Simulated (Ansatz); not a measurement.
# How Ir(111) screens a field, part 2 of 2

Aim: image plane and induced charge of Ir(111).

Ansatz 0.2.0; plane-wave DFT, PBE, Ansatz PAW.

So far. Step 8 (Atoms held, field -0.2 V/Å): The dipole is -0.101 e·Å.

## 9. Atoms held, field 0.4 V/Å

Input file input.yaml:

```yaml
crystal:
  lattice:
    - [2.7152900398, 0.0, 0.0]
    - [1.3576450199, 2.3515101531, 0.0]
    - [0.0, 0.0, 29.0851251684]
  atoms:
    - { symbol: Ir, position: [0.3333333333, 0.3333333333, 0.3094365229] }
    - { symbol: Ir, position: [0.6666666667, 0.6666666667, 0.3856619137] }
    - { symbol: Ir, position: [0.0, 0.0, 0.4618873046] }
    - { symbol: Ir, position: [0.3333333333, 0.3333333333, 0.5381126954] }
    - { symbol: Ir, position: [0.6666666667, 0.6666666667, 0.6143380863] }
    - { symbol: Ir, position: [0.0, 0.0, 0.6905634771] }
kpoints:
  mp_grid: { grid: [24, 24, 1] }
hamiltonian:
  xc: pbe
scf:
  occupations: { method: fermi_dirac, width: 0.1 }
  convergence: { dr2_threshold: 1.0e-10 }
efield:
  axis: 3
  dipole_correction: true
  ramp_position: 0.97
  ramp_width: 0.06
  amplitude: 0.4
output:
  forces: true
  write_potential: true
  write_density: true
  volumetric_format: npy
  elf: true
```

The run is started by

```sh
$ ansatz run input.yaml --threads 4 --pin off --max-ram 6144MiB --backend cpu --events-out ev --progress --plain --runs-dir out
```

What it wrote:

```text
[...]
Crystal: 6 atoms, lattice volume = 185.709 Å³
Basis set: ecut = 420 eV, 3655 PW (Γ), exchange–correlation on 40×40×400 points (8 copies of the dense FFT grid, shifted against one another)
Bands: 62, of which v1, the nominal top of the filled ones, is band 51 counted from 1 (50 counted from 0)
Symmetry: 6 space group operations
k-points: 61 of 576 (time reversal used)
[...]
k-point 0: bands = [... 47 lower, 7.5420, 7.5420, 7.5996, 7.5996, 7.9427, 7.9427, 8.4046, 8.5756, ... 7 higher]
  k-point 1: bands = [... 47 lower, 7.3920, 7.4059, 7.6490, 7.6684, 7.9531, 7.9650, 8.1449, 8.3975, ... 7 higher]
  k-point 2: bands = [... 47 lower, 7.1739, 7.2271, 7.5327, 7.6659, 7.7514, 7.8151, 7.9889, 8.2766, ... 7 higher]
  k-point 60: bands = [... 47 lower, 7.4588, 8.7687, 8.7787, 9.0571, 9.2514, 9.2540, 9.3574, 14.0688, ... 7 higher]
[key lines of the parts left out:]
SCF converged after 13 iterations
Free energy (F): -71610.157121 eV
Fermi energy:    8.771939 eV
Dipole field:    D = 0.197811 V/Å  (p = 0.203013 e·Å, saw-weighted, corrected)
```

Wall time 18 s (4 threads of Intel Xeon Platinum 8488C (Sapphire Rapids), shared host); peak memory 0.87 GiB.

Running mean over 2.217 Å of the planar mean, with the applied field; the ramp of the sawtooth is left out. The electron's electrostatic potential energy less the Fermi level by z:

z (Å), electron's electrostatic potential energy less the Fermi level (eV) and a bar from the least value:
```
        4        4.2 ##########################
        5        4.6 ###########################
        6        4.9 ###########################
        7        4.1 ##########################
        8       -5.5 ############
        9      -12.7 #
       10      -13.3 
       11      -13.5 
       12      -13.6 
       13      -13.5 
       14      -13.6 
       15      -13.6 
       16      -13.6 
       17      -13.6 
       18      -13.5 
       19      -13.3 
       20      -12.8 #
       21       -6.5 ##########
       22        4.1 ##########################
       23        5.9 #############################
       24        6.4 #############################
       25        6.8 ##############################
```

The dipole is 0.203 e·Å.

## 10. The response

This step: plane-wave DFT, PBE, Ansatz PAW; screening of a field by a metal slab (Ansatz 0.2.0).

The dipoles give the slope, and the difference of two potentials shows where the field is screened.

This step gave:

| Property | Result |
| --- | --- |
| equivalent conductor thickness p/(ε₀AE) | 14.38 Å |
| distance between the outer atoms | 11.09 Å |
| inner field over outer field | -0.001106 |
| image plane, upper face | 1.620 Å |
| induced electrons on the upper face over ε₀E | -1.004 |
| image plane, lower face | 1.620 Å |
| induced electrons on the lower face over ε₀E | 1.004 |

Table of dipole of the cell by applied field:

| applied field (V/Å) | dipole of the cell (e·Å) |
| --- | --- |
| -0.200 | -0.101 |
| -0.100 | -0.0507 |
| -0.050 | -0.0254 |
| 0.000 | -4.9e-7 |
| 0.050 | 0.0254 |
| 0.100 | 0.0507 |
| 0.200 | 0.101 |
| 0.400 | 0.203 |

Local field over the applied field, running mean. From the potentials at -0.05 and 0.05 V/Å; running mean over 2.217 Å. Table of local field over applied field by z:

| z (Å) | local field over applied field |
| --- | --- |
| 5 | 0.990 |
| 6 | 0.930 |
| 7 | 0.668 |
| 8 | 0.254 |
| 9 | 0.0101 |
| 10 | 0.00215 |
| 11 | 0.00227 |
| 12 | -0.00162 |
| 13 | -0.00105 |
| 14 | -0.00130 |
| 15 | -0.00126 |
| 16 | -8.8e-4 |
| 17 | -0.00146 |
| 18 | 0.00186 |
| 19 | 0.00203 |
| 20 | 0.00423 |
| 21 | 0.224 |
| 22 | 0.632 |
| 23 | 0.919 |
| 24 | 0.988 |

The induced electron density oscillates, so the rows of the table below give means over 0.5 Å (shorter at the two ends). Its distinct maxima (Å: e/Å³ per V/Å): 7.85: 0.0042, 9.02: 8.6e-4, 19.78: 7.1e-4, 20.50: 0.00122. Distinct minima: 8.58: -0.00122, 9.31: -7.1e-4, 20.07: -8.6e-4, 21.23: -0.0042.

Electrons, planar mean, per unit field. Table of induced electron density by z; means over each step:

| z (Å) | induced electron density (e/Å³ per V/Å) |
| --- | --- |
| 4.5 | 2.0e-5 |
| 5.0 | 5.8e-5 |
| 5.5 | 1.6e-4 |
| 6.0 | 4.1e-4 |
| 6.5 | 0.00102 |
| 7.0 | 0.00220 |
| 7.5 | 0.00371 |
| 8.0 | 0.00351 |
| 8.5 | -1.1e-4 |
| 9.0 | 2.1e-4 |
| 9.5 | -2.6e-4 |
| 10.0 | -3.0e-5 |
| 10.5 | 9.9e-5 |
| 11.0 | 2.3e-5 |
| 11.5 | 5.1e-5 |
| 12.0 | -2.6e-5 |
| 12.5 | -2.0e-5 |
| 13.0 | 1.8e-5 |
| 13.5 | -3.2e-5 |
| 14.0 | 3.9e-5 |
| 14.5 | 5.9e-6 |
| 15.0 | -4.4e-5 |
| 15.5 | 2.6e-5 |
| 16.0 | -8.9e-6 |
| 16.5 | 3.7e-6 |
| 17.0 | 5.2e-5 |
| 17.5 | -1.1e-4 |
| 18.0 | 7.4e-5 |
| 18.5 | -1.6e-4 |
| 19.0 | 5.1e-5 |
| 19.5 | 1.7e-4 |
| 20.0 | -1.7e-4 |
| 20.5 | 3.8e-4 |
| 21.0 | -0.00304 |
| 21.5 | -0.00388 |
| 22.0 | -0.00248 |
| 22.5 | -0.00116 |
| 23.0 | -4.9e-4 |
| 23.5 | -1.9e-4 |
| 24.0 | -7.0e-5 |
| 24.5 | -2.4e-5 |

By hand: between -0.05 and 0.05 V/Å the dipole changes by 0.05074 e·Å, a slope of 0.5074 e·Å²/V. A perfect conductor of thickness t has p = ε₀AEt, so t = 180.95 × 0.5074 / 6.385 = 14.38 Å (e/ε₀ = 180.95 V·Å, A in Å²). Less the 11.09 Å between the outer atoms, and halved, that puts each image plane 1.65 Å out.

The induced dipole is that of a conductor 14.38 Å thick.

## 11. A changed input: efield.ramp_width = 0.15 and efield.amplitude = -0.05

This step: plane-wave DFT, PBE, Ansatz PAW (Ansatz 0.2.0).

A run with a changed input: it repeats the earlier run at 0.05 V/Å with efield.ramp_width from 0.06 to 0.15 and efield.amplitude from 0.05 to -0.05.

Changes to input.yaml since step 9:

```diff
@@ -23,4 +23,4 @@
   ramp_position: 0.97
-  ramp_width: 0.06
-  amplitude: 0.4
+  ramp_width: 0.15
+  amplitude: -0.05
 output:
@@ -30,2 +30 @@
   volumetric_format: npy
-  elf: true
```

What it wrote:

```text
[...]
Crystal: 6 atoms, lattice volume = 185.709 Å³
Basis set: ecut = 420 eV, 3655 PW (Γ), exchange–correlation on 40×40×400 points (8 copies of the dense FFT grid, shifted against one another)
Bands: 62, of which v1, the nominal top of the filled ones, is band 51 counted from 1 (50 counted from 0)
Symmetry: 6 space group operations
k-points: 61 of 576 (time reversal used)
[...]
SCF iter  13: F=-71610.117159 eV  HF=-71610.117159 eV  |F-HF|=2.91e-11  |Δ(HF+E_count)|=  3.64e-10  Δρ=5.99e-8  dr2=8.97e-12  ethr=1.00e-12  p=-0.025 e·Å  D=-2.47e-2 V/Å  ΔV_dip=0.72 eV  dr2_dipole=4.10e-14  V_vac-E_F(+/−)=5.19/5.68 eV  ⟨swp⟩=14.0  Hψ=22763  notcnv=0
SCF 1 converged in 13 iterations: F = -71610.117159 eV  dr2 = 8.97e-12
[...]
SCF converged after 13 iterations
Free energy (F): -71610.117159 eV
[...]
Internal energy: -71609.894468 eV  (E = F + TS)
E sigma→0 (E₀):  -71610.005813 eV
Entropy (-TS):   -0.222692 eV (-37.115 meV/atom)
Fermi energy:    8.810583 eV
Dipole field:    D = -0.024721 V/Å  (p = -0.025371 e·Å, saw-weighted, corrected)
Work function:   not extracted (applied field tilts the vacuum); planar V_es + V_field profile in the machine report
[...]
--- Forces (eV/Å), atoms counted from 1 ---
  atom   1  Ir    -0.00000000    -0.00000000     0.12687914
  atom   2  Ir    -0.00000000    -0.00000000    -0.32688980
  atom   3  Ir     0.00000000     0.00000000    -0.22608728
  atom   4  Ir    -0.00000000    -0.00000000     0.22490670
  atom   5  Ir     0.00000000     0.00000000     0.32659504
  atom   6  Ir     0.00000000     0.00000000    -0.12540383
  max |Σ_I F_I| component: 2.66e-8 eV/Å
--- Band table (eV; the first three rows and the last of 61) ---
  k-point 0: bands = [... 47 lower, 7.5807, 7.5807, 7.6383, 7.6383, 7.9814, 7.9814, 8.4570, 8.6143, ... 7 higher]
  k-point 1: bands = [... 47 lower, 7.4307, 7.4446, 7.6877, 7.7071, 7.9918, 8.0044, 8.1936, 8.4288, ... 7 higher]
  k-point 2: bands = [... 47 lower, 7.2126, 7.2658, 7.5731, 7.7045, 7.8062, 7.8383, 8.0276, 8.3144, ... 7 higher]
  k-point 60: bands = [... 47 lower, 7.4966, 8.8117, 8.8129, 9.0958, 9.2912, 9.2915, 9.3961, 14.1075, ... 7 higher]
```

Wall time 18 s (4 threads); peak memory 0.86 GiB.

Read from the output:

* energy at zero smearing: -71610.0058 eV
* dipole along the normal: -0.02537 e·Å

Force by atom:

| atom | x (eV/Å) | y (eV/Å) | z (eV/Å) | size |
| --- | --- | --- | --- | --- |
| Ir1 | 0.000 | 0.000 | 0.127 | 0.127 |
| Ir2 | 0.000 | 0.000 | -0.327 | 0.327 |
| Ir3 | 0.000 | 0.000 | -0.226 | 0.226 |
| Ir4 | 0.000 | 0.000 | 0.225 | 0.225 |
| Ir5 | 0.000 | 0.000 | 0.327 | 0.327 |
| Ir6 | 0.000 | 0.000 | -0.125 | 0.125 |

| quantity | this run | earlier run | difference |
| --- | --- | --- | --- |
| dipole along the normal (e·Å) | -0.02537 | 0.02537 | -0.051 |

The applied field differs, and the slope found earlier predicts a dipole of -0.0254 e·Å; this run gives -0.0254 e·Å, in line with it.

## 12. The same run with other settings: scf.mixing.algorithm = "broyden" and scf.mixing.beta = 0.9

Another changed input: it repeats the earlier run at 0.05 V/Å with scf.mixing.algorithm to broyden and scf.mixing.beta to 0.9.

Changes to input.yaml since step 11:

```diff
@@ -19,2 +19,3 @@
   convergence: { dr2_threshold: 1.0e-10 }
+  mixing: { algorithm: broyden, beta: 0.9 }
 efield:
@@ -23,4 +24,4 @@
   ramp_position: 0.97
-  ramp_width: 0.15
-  amplitude: -0.05
+  ramp_width: 0.06
+  amplitude: 0.05
 output:
```

What it wrote:

```text
[...]
Crystal: 6 atoms, lattice volume = 185.709 Å³
Basis set: ecut = 420 eV, 3655 PW (Γ), exchange–correlation on 40×40×400 points (8 copies of the dense FFT grid, shifted against one another)
Bands: 62, of which v1, the nominal top of the filled ones, is band 51 counted from 1 (50 counted from 0)
Symmetry: 6 space group operations
k-points: 61 of 576 (time reversal used)
[...]
SCF iter  13: F=-71610.117159 eV  HF=-71610.117159 eV  |F-HF|=1.60e-10  |Δ(HF+E_count)|=  5.82e-11  Δρ=5.18e-8  dr2=1.44e-11  ethr=1.00e-12  p=0.025 e·Å  D=2.47e-2 V/Å  ΔV_dip=-0.72 eV  dr2_dipole=1.28e-16  V_vac-E_F(+/−)=5.81/5.19 eV  ⟨swp⟩=6.5  Hψ=22253  notcnv=0
SCF 1 converged in 13 iterations: F = -71610.117159 eV  dr2 = 1.44e-11
[...]
SCF converged after 13 iterations
Stability not checked: this state was not tested for a lower state beside it, because the mixer in use, unlike msr1, does not test its closes by its own steps (another_mixer; see scf.mixing.algorithm and scf.lower_state_search)
Free energy (F): -71610.117159 eV
[...]
Internal energy: -71609.894467 eV  (E = F + TS)
E sigma→0 (E₀):  -71610.005813 eV
Entropy (-TS):   -0.222692 eV (-37.115 meV/atom)
Fermi energy:    8.777501 eV
Dipole field:    D = 0.024718 V/Å  (p = 0.025368 e·Å, saw-weighted, corrected)
Work function:   not extracted (applied field tilts the vacuum); planar V_es + V_field profile in the machine report
[...]
--- Forces (eV/Å), atoms counted from 1 ---
  atom   1  Ir    -0.00000000    -0.00000000     0.12540383
  atom   2  Ir    -0.00000000    -0.00000000    -0.32659481
  atom   3  Ir     0.00000000     0.00000000    -0.22490656
  atom   4  Ir    -0.00000000    -0.00000000     0.22608623
  atom   5  Ir     0.00000000     0.00000000     0.32689113
  atom   6  Ir     0.00000000     0.00000000    -0.12688046
  max |Σ_I F_I| component: 6.36e-7 eV/Å
--- Band table (eV; the first three rows and the last of 61) ---
  k-point 0: bands = [... 47 lower, 7.5476, 7.5476, 7.6052, 7.6052, 7.9483, 7.9483, 8.4240, 8.5812, ... 7 higher]
  k-point 1: bands = [... 47 lower, 7.3976, 7.4115, 7.6546, 7.6740, 7.9587, 7.9713, 8.1606, 8.3958, ... 7 higher]
  k-point 2: bands = [... 47 lower, 7.1796, 7.2327, 7.5400, 7.6715, 7.7732, 7.8052, 7.9945, 8.2813, ... 7 higher]
  k-point 60: bands = [... 47 lower, 7.4636, 8.7786, 8.7798, 9.0627, 9.2581, 9.2584, 9.3631, 14.0744, ... 7 higher]
```

It took 20 s on 4 threads; peak memory 0.87 GiB; 78 s of CPU time.

This step gave:

| Quantity | Value |
| --- | --- |
| dipole along the normal | 0.02537 e·Å |

Force by atom:

| atom | x (eV/Å) | y (eV/Å) | z (eV/Å) | size |
| --- | --- | --- | --- | --- |
| Ir1 | 0.000 | 0.000 | 0.125 | 0.125 |
| Ir2 | 0.000 | 0.000 | -0.327 | 0.327 |
| Ir3 | 0.000 | 0.000 | -0.225 | 0.225 |
| Ir4 | 0.000 | 0.000 | 0.226 | 0.226 |
| Ir5 | 0.000 | 0.000 | 0.327 | 0.327 |
| Ir6 | 0.000 | 0.000 | -0.127 | 0.127 |

| quantity | this run | earlier run | difference |
| --- | --- | --- | --- |
| dipole along the normal (e·Å) | 0.02537 | 0.02537 | 3.3e-7 |

The dipole moves by under 0.5 % or 5e-5 e·Å.

## 13. Outcome

| Quantity | Value |
| --- | --- |
| work function | 5.51 eV |
| image plane, upper face | 1.62 Å |
| induced electrons on the upper face over ε₀E | -1.00 |
| equivalent conductor thickness p/(ε₀AE) | 14.4 Å |
| inner field over outer field | -0.00111 |

The induced charge has its centre 1.62 Å outside the outermost atoms; this is the plane from which a capacitor's gap or an image potential counts. The equivalent conductor thickness exceeds the distance between the outer atoms by 3.29 Å, about the sum of the two image-plane distances. In the middle of the slab the field is screened to under 0.5 % of its outer value. The atoms are held at bulk positions with the tabulated experimental lattice constant.

[Long decimals in the printed logs are rounded to 6 places.]

[Logs are printed without paths, hosts, clocks, repeated set-up lines and the standing remarks that a program may print on its own settings, such as how far it seeks lower states.]

[Hosts, paths, dates, database ids (printed as entryN), source tags and the programs' standing remarks are cut or masked in the printed files.]

[Maps of the electrostatic potential energy from Ansatz leave out the sawtooth potential of an applied field or a dipole correction, so their vacuum need not be flat; planar profiles and work functions include it.]
